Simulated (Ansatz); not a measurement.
# Quasiparticle gap of GaN (P6_3mc), part 2 of 2

Wanted: the gap of GaN (P6_3mc) with a many-body correction, and the time that it takes.

Ansatz 0.2.0; PBE, then G0W0 on it, plane waves, PAW. Known limits of the many-body steps: finite bands, screening cutoff and k mesh; no spin-orbit coupling in G0W0; d shells not analysed.

So far. Step 2 (The PBE band structure): Over mesh and path the gap is 1.964 eV, direct, at k = Γ.

The database entry behind the starting cell differs from later determinations by our own check (about 0.3 % short, ideal inner coordinate), so it need not match the best structure at ambient conditions.

In doubt: masses and optical values from hybrid runs of this build are listed as unsure (in some of the runs), which bears on the screening that GW takes from such a start.

## Step 3: The quasiparticle correction

G0W0 replaces the xc potential by a self-energy built once from the orbitals of the start. Levels are corrected in the window of bands that the input names, at points of the mesh.

This step: G0W0 on PBE, plane waves, PAW.

File input.yaml:

```yaml
crystal:
  lattice:
    - [3.18, 0.0, 0.0]
    - [-1.59, 2.753960784, 0.0]
    - [0.0, 0.0, 5.166]
  atoms:
    - { symbol: Ga, position: [0.3333333333, 0.6666666667, 0.0] }
    - { symbol: Ga, position: [0.6666666667, 0.3333333333, 0.5] }
    - { symbol: "N", position: [0.3333333333, 0.6666666667, 0.375] }
    - { symbol: "N", position: [0.6666666667, 0.3333333333, 0.875] }
kpoints:
  mp_grid: { grid: [6, 6, 4] }
hamiltonian:
  xc: pbe
scf:
  occupations: { method: fixed }
gw:
  n_empty_bands: 290
  ecut_chi: 200.0
  qp_bands: [v2, c2]
  qp_kpoints: band_edges
  screening: { model: contour_deformation }
```

Command:

```bash
> ansatz run input.yaml --threads 3 --pin off --max-ram 92160MiB --backend cuda --events-out ev --progress --plain --runs-dir out --devices 1 --max-vram 13GiB  # rebuilt from the run's record
```

Numbers of over 12 decimals in the logs are rounded to 6 here.

The log of the run:

```text
GPUs: using 1 of 1 available (devices: 1).
[...]
GPU FFT provider: cuFFT
GPU libraries: cuBLAS 13.8.2, cuFFT 12.4.0, cuSOLVER 12.3.4
Crystal: 4 atoms, lattice volume = 45.242 Å³
Basis set: ecut = 420 eV, 881 PW (Γ)
Bands: 22, of which v1, the nominal top of the filled ones, is band 18 counted from 1 (17 counted from 0)
Symmetry: 12 space group operations
[...]
k-points: 21 of 144 (time reversal used)
[...]
GPU buffer pool allocated for 20736 grid points (all kernels)
[...]
SCF iter   1: F=—  HF=-8335.790942 eV  |F-HF|=—  |Δ(HF+E_count)|=         —  Δρ=7.78e-4  dr2=1.22e-4  ethr=1.77e-3  ⟨swp⟩=4.4  Hψ=1698  notcnv=0  defer=21
[...]
SCF iter   6: F=-8335.791703 eV  HF=-8335.791703 eV  |F-HF|=9.71e-10  |Δ(HF+E_count)|=   2.09e-7  Δρ=6.09e-6  dr2=1.52e-8  ethr=2.64e-10  ⟨swp⟩=3.1  Hψ=1828  notcnv=0
SCF 1 converged in 6 iterations: F = -8335.791703 eV  dr2 = 1.52e-8
[...]
NSCF: frozen V_eff on 21 k-points, pencils in batches of 32, up to order 88
the band table was solved once the SCF had ended and its energy, with any forces and stress, was formed, with the checks that follow a solve (1893 applications of the Hamiltonian). They found nothing against the state; the energy, forces and stress were not computed again (output.eigenvalues in the input reference)
[...]
NSCF: frozen V_eff on 21 k-points
G₀W₀ screening: q 1/21
[... further progress lines ...]
SCF converged after 6 iterations
Free energy (F): -8335.791703 eV
[...]
Internal energy: -8335.791703 eV  (E = F + TS)
E sigma→0 (E₀):  -8335.791703 eV
Fermi energy:    9.854318 eV
[...]
--- Band table (eV; the first three rows and the last of 21) ---
  k-point 0: bands = [... 14 lower, 8.7923, 9.7945, 9.8543, 9.8543, 11.8177, 14.1555, 19.1068, 19.7821]
  k-point 1: bands = [... 14 lower, 8.9404, 8.9404, 9.6917, 9.6917, 13.0059, 14.2610, 18.7172, 19.4889]
  k-point 2: bands = [... 14 lower, 9.3096, 9.3096, 9.3096, 9.3096, 14.1440, 14.1440, 18.3986, 18.3986]
  k-point 20: bands = [... 14 lower, 5.6279, 5.6279, 8.3471, 8.3471, 16.3479, 16.3479, 17.1830, 17.1830]
--- G₀W₀: contour deformation, 7 samples at zero and on the imaginary axis and 2 off it, 144 q-points, 290 empty bands' worth ---
  eigenvalues of the whole cell's RPA ε∞ on this k-mesh (on a slab, of 1 + 4πα/V) = 5.8688, 5.9082, 5.9082; static W/v taken at q = 0 is 0.169573
  bands read: the sum over 308 bands ends inside a degenerate multiplet in 3 slots, whose members it reads at an even weight; the widest, k=0: bands 308 to 309 (counted from 1) at 1/2 each
  gw.qp_kpoints: band_edges: 15 of 21 stored k-points solved, in 1 pass; an edge of the gap read off the rows below is read off those points alone
    valence top: of the k-points left out ik 12 came nearest to being solved in a further pass, in band 18 (counted from 1, as in the quasiparticle table): it holds the edge there only if its correction is more favourable than any solved in that band by at least 0.936 eV; those differ by 0.252 eV
    conduction bottom: of the k-points left out ik 12 came nearest to being solved in a further pass, in band 19 (counted from 1, as in the quasiparticle table): it holds the edge there only if its correction is more favourable than any solved in that band by at least 2.803 eV; those differ by 0.410 eV
    ik  band        ε_KS         Σx   Σc(E_QP)       V_xc       Z   E_QP_lin       E_QP  E_QP is
     0    17      9.8543   -23.9590     2.8764   -20.3066  0.7700     9.0700     9.0783  root
     0    18      9.8543   -23.9590     2.8764   -20.3066  0.7700     9.0700     9.0783  root
     0    19     11.8177   -11.5150    -3.8895   -15.7845  0.8047    12.1991    12.1977  root
     0    20     14.1555   -10.1928    -4.6292   -15.3186  0.8114    14.6550    14.6521  root
     1    17      9.6917   -23.8218     2.9220   -20.1054  0.7697     8.8883     8.8973  root
     1    18      9.6917   -23.8218     2.9220   -20.1054  0.7697     8.8883     8.8973  root
     1    19     13.0059   -12.1625    -3.8963   -16.4894  0.7956    13.4384    13.4365  root
     1    20     14.2610   -10.1614    -4.6569   -15.3280  0.8082    14.7737    14.7706  root
     2    17      9.3096   -23.4763     3.0128   -19.6293  0.7688     8.4651     8.4755  root
     2    18      9.3096   -23.4763     3.0128   -19.6293  0.7688     8.4651     8.4755  root
     2    19     14.1440   -10.8338    -4.5289   -15.8887  0.7974    14.6733    14.6700  root
     2    20     14.1440   -10.8338    -4.5289   -15.8887  0.7974    14.6733    14.6700  root
     3    17      9.5024   -23.4955     2.9016   -19.7879  0.7698     8.6871     8.6965  root
     3    18      9.6156   -23.7129     2.9335   -19.9784  0.7695     8.8054     8.8146  root
     3    19     13.3371   -11.9740    -4.0071   -16.4394  0.7945    13.7976    13.7953  root
     3    20     15.4342   -10.4485    -4.8673   -15.9139  0.8005    16.0371    16.0323  root
     4    17      9.1346   -23.2258     3.0026   -19.3756  0.7689     8.2762     8.2871  root
     4    18      9.4010   -23.5136     2.9824   -19.7067  0.7691     8.5665     8.5765  root
     4    19     13.9094   -11.4793    -4.2467   -16.2189  0.7929    14.4052    14.4024  root
     4    20     15.5033   -10.4168    -4.9224   -15.9499  0.7962    16.1191    16.1139  root
     5    17      8.9120   -23.0672     3.0876   -19.1081  0.7678     8.0286     8.0405  root
     5    18      8.9120   -23.0672     3.0876   -19.1081  0.7678     8.0286     8.0405  root
     5    19     15.0450   -10.7174    -4.7374   -16.0277  0.7890    15.6224    15.6179  root
     5    20     15.0450   -10.7174    -4.7374   -16.0277  0.7890    15.6224    15.6179  root
     6    17      8.5463   -22.4450     3.0632   -18.4860  0.7679     7.6372     7.6505  root
     6    18      9.1121   -23.2100     3.0482   -19.3128  0.7680     8.2521     8.2631  root
     6    19     14.7645   -10.0131    -4.5966   -15.0853  0.7993    15.2430    15.2401  root
     6    20     15.6298    -9.6143    -4.7967   -14.9157  0.8100    16.1377    16.1344  root
     7    17      8.6525   -22.7800     3.1126   -18.7809  0.7670     7.7535     7.7661  root
     7    18      8.8303   -22.9436     3.1030   -18.9647  0.7673     7.9423     7.9545  root
     7    19     14.3070    -9.4103    -4.4595   -14.2577  0.8097    14.6966    14.6949  root
     7    20     15.5962    -8.9658    -4.7224   -14.1074  0.8086    16.0177    16.0154  root
     8    17      8.2104   -22.3859     3.2311   -18.2282  0.7648     7.2690     7.2838  root
     8    18      8.2104   -22.3859     3.2311   -18.2282  0.7648     7.2690     7.2838  root
     8    19     14.7557    -9.2060    -4.4999   -14.0818  0.8092    15.1332    15.1315  root
     8    20     14.7557    -9.2060    -4.4999   -14.0818  0.8092    15.1332    15.1315  root
     9    17      7.5913   -21.5039     3.2218   -17.3037  0.7647     6.5946     6.6129  root
     9    18      8.8655   -22.9580     3.0976   -18.9914  0.7672     7.9848     7.9966  root
     9    19     14.9323    -8.6511    -4.4818   -13.4410  0.8202    15.2414    15.2403  root
     9    20     15.4641   -10.2770    -4.7504   -15.5533  0.7998    15.9938    15.9900  root
[...]
17    17      8.1731   -22.2159     3.1825   -18.1216  0.7649     7.2472     7.2614  root
    17    18      8.1731   -22.2159     3.1825   -18.1216  0.7649     7.2472     7.2614  root
    17    19     15.3234    -9.5284    -4.5718   -14.5101  0.8060    15.7354    15.7333  root
    17    20     15.3234    -9.5284    -4.5718   -14.5101  0.8060    15.7354    15.7333  root
    18    17      6.8121   -21.4884     3.5290   -16.9436  0.7559     5.7737     5.7963  root
    18    18      7.1382   -21.7960     3.5071   -17.2612  0.7589     6.0884     6.1104  root
    18    19     14.9849    -7.4980    -4.2375   -11.8988  0.8224    15.1485    15.1481  root
    18    20     17.7281   -11.2599    -5.7560   -17.9080  0.7672    18.6364    18.6203  root
    20    17      8.3471   -22.3645     3.1654   -18.3045  0.7651     7.4392     7.4524  root
    20    18      8.3471   -22.3645     3.1654   -18.3045  0.7651     7.4392     7.4524  root
    20    19     16.3479    -9.5409    -4.9352   -14.9898  0.8064    16.8651    16.8615  root
    20    20     16.3479    -9.5409    -4.9352   -14.9898  0.8064    16.8651    16.8615  root
```

Run time: 43 s. Hardware: 1 × NVIDIA H100 80GB HBM3 (shared by 6 runs) with 3 threads of AMD EPYC 7R13 (Zen 3), shared host; peak memory 1.5 GiB.

This step gave:

| Property | Result |
| --- | --- |
| bands summed | 308 |
| RPA ε∞ on this mesh (eigenvalues) | 5.869, 5.908, 5.908 |
| plane waves in the screening matrix | 287 |
| q-points in the mesh | 144 |
| G0W0 gap over the corrected points | 3.119 eV |
| k of the valence top | 0, 0, 0 |
| k of the conduction bottom | 0, 0, 0 |
| starting gap on the mesh | 1.963 eV |
| Z at the valence top | 0.7700 |
| Z at the conduction bottom | 0.8047 |
| least direct G0W0 gap over the corrected points | 3.119 eV |

Over 15 of 21 irreducible mesh points the G0W0 gap is 3.119 eV, direct, at k = Γ. The PBE gap of this run on the mesh is 1.963 eV. The two states that bound the G0W0 gap lie that far apart at the start, so the correction of the gap is 3.119 − 1.963 = +1.156 eV. The start of this run differs from the step before in mesh (12×12×4 and 6×6×4).

Labels follow the order of the start: v1 is the top filled band, c1 the lowest empty one; levels that stay degenerate share a row, the window can cut a multiplet, doubted levels are not marked in this list, bands outside the window were not corrected, and the list may be a part of the corrected levels. The levels before and after the correction (eV, zero at the valence-band top of each column):

|  | conduction bottom | valence top |
| --- | --- | --- |
| Kohn-Sham | 1.96 | 0.00 |
| G0W0 | 3.12 | 0.00 |

|  | level | occupation | energy (eV) |
| --- | --- | --- | --- |
| Kohn-Sham | Γ v2-v1 | 2 | 0.000 |
| Kohn-Sham | Γ c1 | 0 | 1.963 |
| Kohn-Sham | Γ c2 | 0 | 4.301 |
| G0W0 | Γ v2-v1 | 2 | 0.000 |
| G0W0 | Γ c1 | 0 | 3.119 |
| G0W0 | Γ c2 | 0 | 5.574 |

The parts of the quasiparticle energy for the two states that bound the G0W0 gap, in eV on the run's own scale (QP = start + Σx + Σc − Vxc, with Σc at the quasiparticle energy):

| edge | k | band | start | Σx | Σc | Vxc | Z | QP |
| --- | --- | --- | --- | --- | --- | --- | --- | --- |
| valence top | Γ | 17 | 9.854 | −23.959 | 2.876 | −20.307 | 0.770 | 9.078 |
| conduction bottom | Γ | 19 | 11.818 | −11.515 | −3.889 | −15.784 | 0.805 | 12.198 |

## Step 4: Spin-orbit coupling

This run has two-component orbitals with spin-orbit coupling.

This step: DFT, PBE with spin-orbit coupling, plane waves, PAW.

input.yaml, the sections that differ from step 3:

```yaml
kpoints:
  mp_grid: { grid: [12, 12, 4] }
  band_path:
    path:
      - [0.0, 0.0, 0.0]
      - [0.5, 0.0, 0.0]
      - [0.33333333, 0.33333333, 0.0]
      - [0.0, 0.0, 0.5]
      - [0.5, 0.0, 0.5]
      - [0.33333333, 0.33333333, 0.5]
    npoints: 1
scf:
  occupations: { method: fixed }
  n_extra_bands: 10
magnetization:
  noncollinear: true
  spin_orbit: true
output:
  eigenvalues: true
  write_density: true
  write_potential: true
  elf: true
  volumetric_format: npy
# crystal, hamiltonian: as in step 3
# gw: removed
```

The log of the run:

```text
[...]
GPUs: using 1 of 1 available (devices: 1).
[...]
non-collinear run that drives no moment, with spin-orbit: no starting moment large enough to seed its density (crystal.atoms[].spin), no starting occupations that ask for one, no magnetisation constraint and no magnetic field, so the semilocal B_xc is pinned to zero
[...]
GPU FFT provider: cuFFT
GPU libraries: cuBLAS 13.8.2, cuFFT 12.4.0, cuSOLVER 12.3.4
Crystal: 4 atoms, lattice volume = 45.242 Å³
Basis set: ecut = 420 eV, 881 PW (Γ)
Bands: 46, of which v1, the nominal top of the filled ones, is band 36 counted from 1 (35 counted from 0)
Symmetry: 12 space group operations + 12 with time reversal
[...]
k-points: 57 of 576 (time reversal used)
Projection manifold: j_resolved (fully-relativistic pseudo-atomic orbitals)
[...]
GPU buffer pool allocated for 20736 grid points (all kernels)
[...]
SCF iter   1: F=—  HF=-8337.333642 eV  |F-HF|=—  |Δ(HF+E_count)|=         —  Δρ=1.07e-1  dr2=5.00e0  dr2_m=0.00e0 (ungated)  ethr=3.10e-3  |M|=0.00e0 ∫|m|=0.00e0 μB  |m|>n=0.0e0 m-floor=0.0e0 τ_xc=0.0e0  β_m=0.30  ⟨swp⟩=4.5  Hψ=9965  notcnv=0  defer=324
[...]
spin=Noncollinear: Resta preconditioning applied to the charge; magnetization (m_x, m_y, m_z) channels mix plain (no charge-response kernel on spin).
SCF iter   2: F=—  HF=-8336.311012 eV  |F-HF|=—  |Δ(HF+E_count)|=    1.02e0  Δρ=6.04e-2  dr2=1.45e0  dr2_m=0.00e0 (ungated)  ethr=3.10e-3  |M|=0.00e0 ∫|m|=0.00e0 μB  |m|>n=0.0e0 m-floor=0.0e0 τ_xc=0.0e0  β_m=0.46  ⟨swp⟩=2.1  Hψ=4032  notcnv=0  defer=278
[...]
SCF iter   8: F=-8335.957556 eV  HF=-8335.957556 eV  |F-HF|=1.05e-7  |Δ(HF+E_count)|=   8.73e-6  Δρ=1.30e-5  dr2=6.77e-8  dr2_m=0.00e0 (ungated)  ethr=2.78e-10  |M|=0.00e0 ∫|m|=0.00e0 μB  |m|>n=0.0e0 m-floor=0.0e0 τ_xc=0.0e0  ⟨swp⟩=7.8  Hψ=11219  notcnv=0
SCF 1 converged in 8 iterations: F = -8335.957556 eV  dr2 = 6.77e-8
[...]
SCF converged after 8 iterations
Magnetization: |M| = 0.0000 μB,  M = (+0.0000, +0.0000, +0.0000) μB
Absolute magnetization: 0.0000 μB (∫|m|)
  site 0: m = (+0.0000, +0.0000, +0.0000) μB, |m| = 0.0000 μB  (R = 0.80 Å)
  site 1: m = (+0.0000, +0.0000, +0.0000) μB, |m| = 0.0000 μB  (R = 0.80 Å)
  site 2: m = (+0.0000, +0.0000, +0.0000) μB, |m| = 0.0000 μB  (R = 0.80 Å)
  site 3: m = (+0.0000, +0.0000, +0.0000) μB, |m| = 0.0000 μB  (R = 0.80 Å)
Free energy (F): -8335.957556 eV
[...]
Internal energy: -8335.957556 eV  (E = F + TS)
E sigma→0 (E₀):  -8335.957556 eV
Fermi energy:    9.854495 eV
[...]
--- Band table (eV; the first three rows and the last of 57) ---
  k-point 0: bands = [... 32 lower, 9.8490, 9.8490, 9.8545, 9.8545, 11.8161, 11.8161, 14.1544, 14.1544, ... 6 higher]
  k-point 1: bands = [... 32 lower, 9.6835, 9.6835, 9.6939, 9.6939, 13.0037, 13.0037, 14.2595, 14.2595, ... 6 higher]
  k-point 2: bands = [... 32 lower, 9.3157, 9.3157, 9.3157, 9.3157, 14.1418, 14.1418, 14.1418, 14.1418, ... 6 higher]
  k-point 56: bands = [... 32 lower, 8.3409, 8.3409, 8.3476, 8.3476, 16.3333, 16.3333, 16.3590, 16.3590, ... 6 higher]
```

Wall time 10 s (1 × NVIDIA H100 80GB HBM3 (shared by 6 runs) with 3 threads); peak memory 0.99 GiB; 20 s of CPU time.

This step gave:

```yaml
gap: 1.962 eV
valence_top_at: Γ
conduction_bottom_at: Γ
least_direct_gap: 1.962 eV
```

Over mesh and listed points the gap is 1.962 eV, direct, at k = Γ. PBE+SOC against PBE: 1.962 − 1.964 = −0.002 eV, with the same mesh, set of files (read in its fully relativistic form for the spin-orbit run) and cutoff, and both edges at the same k points. The spin-orbit run sees mesh and listed points alone, so its gap is an upper bound: the coupling can move an edge off these points, the more so as this crystal has no centre of inversion, and the change over the zone, its sign included where it is small, is not known.

## Step 5: Side by side

Each gap is the least one over the points named; times are wall times on shared hosts, not benchmarks. A G0W0 time includes the run's own self-consistent start. Runs with listed points see these and the mesh alone, so an edge that moves elsewhere is missed. Rows marked * are further runs, not shown as steps, whose inputs differ from the G0W0 step on the same start in the columns given; solver thresholds can differ too.

| level | mesh | files, cutoff | bands summed, screening | points | gap (eV) | valence top | conduction bottom | least direct gap (eV) | time |
| --- | --- | --- | --- | --- | --- | --- | --- | --- | --- |
| PBE | 12×12×4 | soft_2 PAW, 420 eV | - | mesh and path | 1.964 | Γ | Γ | 1.964 | 6.8 s |
| PBE+SOC | 12×12×4 | soft_2 PAW, 420 eV | - | mesh and listed points | 1.962 | Γ | Γ | 1.962 | 10 s |
| G0W0@PBE* | 6×6×4 | soft_2 PAW, 420 eV | 65, 60 eV | 15 of 21 irreducible mesh points | 2.968 | Γ | Γ | 2.968 | 17 s |
| G0W0@PBE* | 6×6×4 | soft_2 PAW, 420 eV | 153, 120 eV | 15 of 21 irreducible mesh points | 3.104 | Γ | Γ | 3.104 | 15 s |
| G0W0@PBE | 6×6×4 | soft_2 PAW, 420 eV | 308, 200 eV | 15 of 21 irreducible mesh points | 3.119 | Γ | Γ | 3.119 | 43 s |
| G0W0@PBE* | 6×6×2 | soft_2 PAW, 420 eV | 153, 120 eV | 11 of 14 irreducible mesh points | 3.071 | Γ | Γ | 3.071 | 9.8 s |
| G0W0@PBE* | 6×6×4 | soft_2 PAW, 420 eV | 153, 120 eV, plasmon pole | 15 of 21 irreducible mesh points | 3.099 | Γ | Γ | 3.099 | 21 s |

## Step 6: Outcome

```
PBE gap over mesh and path                         : 1.964 eV, direct, at k = Γ
G0W0@PBE gap over 15 of 21 irreducible mesh points : 3.119 eV, direct, at k = Γ
PBE+SOC gap over mesh and listed points            : 1.962 eV
GW settings                                        : 6×6×4 mesh, 290 empty bands, screening to 200 eV
known limits                                       : finite bands, screening cutoff and k mesh; no spin-orbit coupling in G0W0; d shells not analysed
```

What this shows: Over 15 of 21 irreducible mesh points the G0W0 gap is 3.119 eV, direct, at k = Γ. The PBE gap of this run on the mesh is 1.963 eV. The two states that bound the G0W0 gap lie that far apart at the start, so the correction of the gap is 3.119 − 1.963 = +1.156 eV. The valence state moves by 9.078 − 9.854 = −0.776 eV and the conduction state by 12.198 − 11.818 = +0.380 eV, on the run's own scale; with 65 bands the edge states move by −0.130 and +0.874 eV, so the split between the edges depends on the bands and cutoff. Both edges that PBE shows over mesh and path lie at k points where levels were corrected. Levels at other points were not corrected, so a lower G0W0 gap elsewhere in the zone is not ruled out. From 65 bands and 60 eV to 308 bands and 200 eV the gap moves by 3.119 − 2.968 = +0.151 eV (rung by rung 2.968, 3.104, 3.119 eV); bands and screening cutoff rise together, so their parts are not told apart. A line in one over the bands through the two highest rungs gives 3.119 + (3.119 − 3.104) × 153 / (308 − 153) = 3.134 eV, and through the pair below 3.104 + (3.104 − 2.968) × 65 / (153 − 65) = 3.204 eV. The two differ by 0.070 eV, not under the 0.030 eV asked, so the law does not hold well over these rungs and the limit is not known. With the 6×6×2 mesh in place of the 6×6×4 mesh and all else as in the G0W0@PBE row with 153 bands, the gap differs by 3.071 − 3.104 = −0.033 eV, and that of the start by 1.964 − 1.963 = +0.001 eV. With the plasmon pole model in place of the contour deformation model and all else as in the G0W0@PBE row with 153 bands, the gap differs by 3.099 − 3.104 = −0.005 eV. G0W0 on other starts in this series, not shown as steps and not all at these settings: 3.695 eV on HSE06 (6×6×4, soft_2 PAW, 153 bands, 120 eV) and 3.142 eV on LDA (6×6×4, soft_2 PAW, 153 bands, 120 eV). PBE+SOC against PBE: 1.962 − 1.964 = −0.002 eV, with the same mesh, set of files (read in its fully relativistic form for the spin-orbit run) and cutoff, and both edges at the same k points. The spin-orbit run sees mesh and listed points alone, so its gap is an upper bound: the coupling can move an edge off these points, the more so as this crystal has no centre of inversion, and the change over the zone, its sign included where it is small, is not known. What spin-orbit coupling does to the G0W0 levels was not computed, so no sum with the G0W0 gap is formed. The G0W0 runs are scalar-relativistic. One-shot GW is known to converge slowly in bands for compounds with shallow d shells. The cell holds Ga; the filling of the d shell and its place against the gap were not analysed here. G0W0@PBE runs of this series with other atomic data on the same mesh, not shown as steps, give 3.115 eV (hard PAW, 1020 eV, 161 bands, screening to 120 eV; the table's row with the same empty bands and screening cutoff has 3.104 eV); where bands and cutoffs differ too, the part of the files is not isolated.

[Paths, hosts, dates, memory and timing lines, banners, echoed tables and standing remarks are left out of the program output.]

[Logs are printed without paths, hosts, clocks, repeated set-up lines and the standing remarks that a program may print on its own settings, such as how far it seeks lower states.]

[Runs of the session that timed out or met a known fault of the program may be left out.]

[Cells called generated may have been cut or substituted from an entry of the Crystallography Open Database or the Materials Project.]

[Hosts, paths, dates, database ids (printed as entryN), source tags and the programs' standing remarks are cut or masked in the printed files.]

[Where an RPA ε∞ is given, it is that of the G0W0 mesh and is not shown converged in it. Names of k-points follow the symmetry that the program found, which can be lower than the space group named. Band edges on a path are those of the sampled points; other points can move an edge, and change direct to indirect where valleys lie close.]

[Hybrid gaps are those of their k-mesh and are not shown converged in it.]
